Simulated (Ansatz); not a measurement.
Bi2Te3 (Tellurobismuthite), computed twice by G0W0.

```xyz
5
Lattice="2.1930 1.2661 10.1657 -2.1930 1.2661 10.1657 0.0000 -2.5323 10.1657" Properties=species:S:1:pos:R:3 pbc="T T T"
Bi    0.0000    0.0000   12.1988
Bi    0.0000    0.0000   18.2982
Te    0.0000    0.0000    0.0000
Te    0.0000    0.0000    6.3891
Te    0.0000    0.0000   24.1079
```

The cell and positions come from the Crystallography Open Database and are kept as given unless a step says otherwise. Spin-orbit coupling is left out unless a run names it.

The first (Ansatz 0.2.0; start PBE, 4×4×4 mesh, 135 empty bands, screening to 50 eV, PAW set soft_1 files; 1 × NVIDIA H100 80GB HBM3 (shared by 6 runs) with 2 threads of AMD EPYC 7R13 (Zen 3), shared host) gave, on its mesh: starting gap 0.30 eV, G0W0 gap 0.40 eV, RPA ε∞ (mean) 49.43, 34 s.

Q: The second changes empty bands from 135 to 384 and screening cutoff (eV) from 50 to 300. What does it give?

It gave: starting gap 0.30 eV, G0W0 gap 0.50 eV, RPA ε∞ (mean) 49.38, 88 s. The G0W0 gap moves by +0.09 eV, +0.00 eV from the start and +0.09 eV from the correction. Σc changes by −0.45 eV at the valence top and −0.36 eV at the conduction bottom, and Σx − Vxc between them by +0.00 eV.

Limits: not at the basis limit; model gap, bands may invert with spin-orbit coupling; mesh may overstate the screening; no spin-orbit coupling.

[Paths, hosts, dates, memory and timing lines, banners, echoed tables and standing remarks are left out of the program output.]

[Logs are printed without paths, hosts, clocks, repeated set-up lines and the standing remarks that a program may print on its own settings, such as how far it seeks lower states.]

[Runs of the session that timed out or met a known fault of the program may be left out.]

[Cells called generated may have been cut or substituted from an entry of the Crystallography Open Database or the Materials Project.]

[Hosts, paths, dates, database ids (printed as entryN), source tags and the programs' standing remarks are cut or masked in the printed files.]
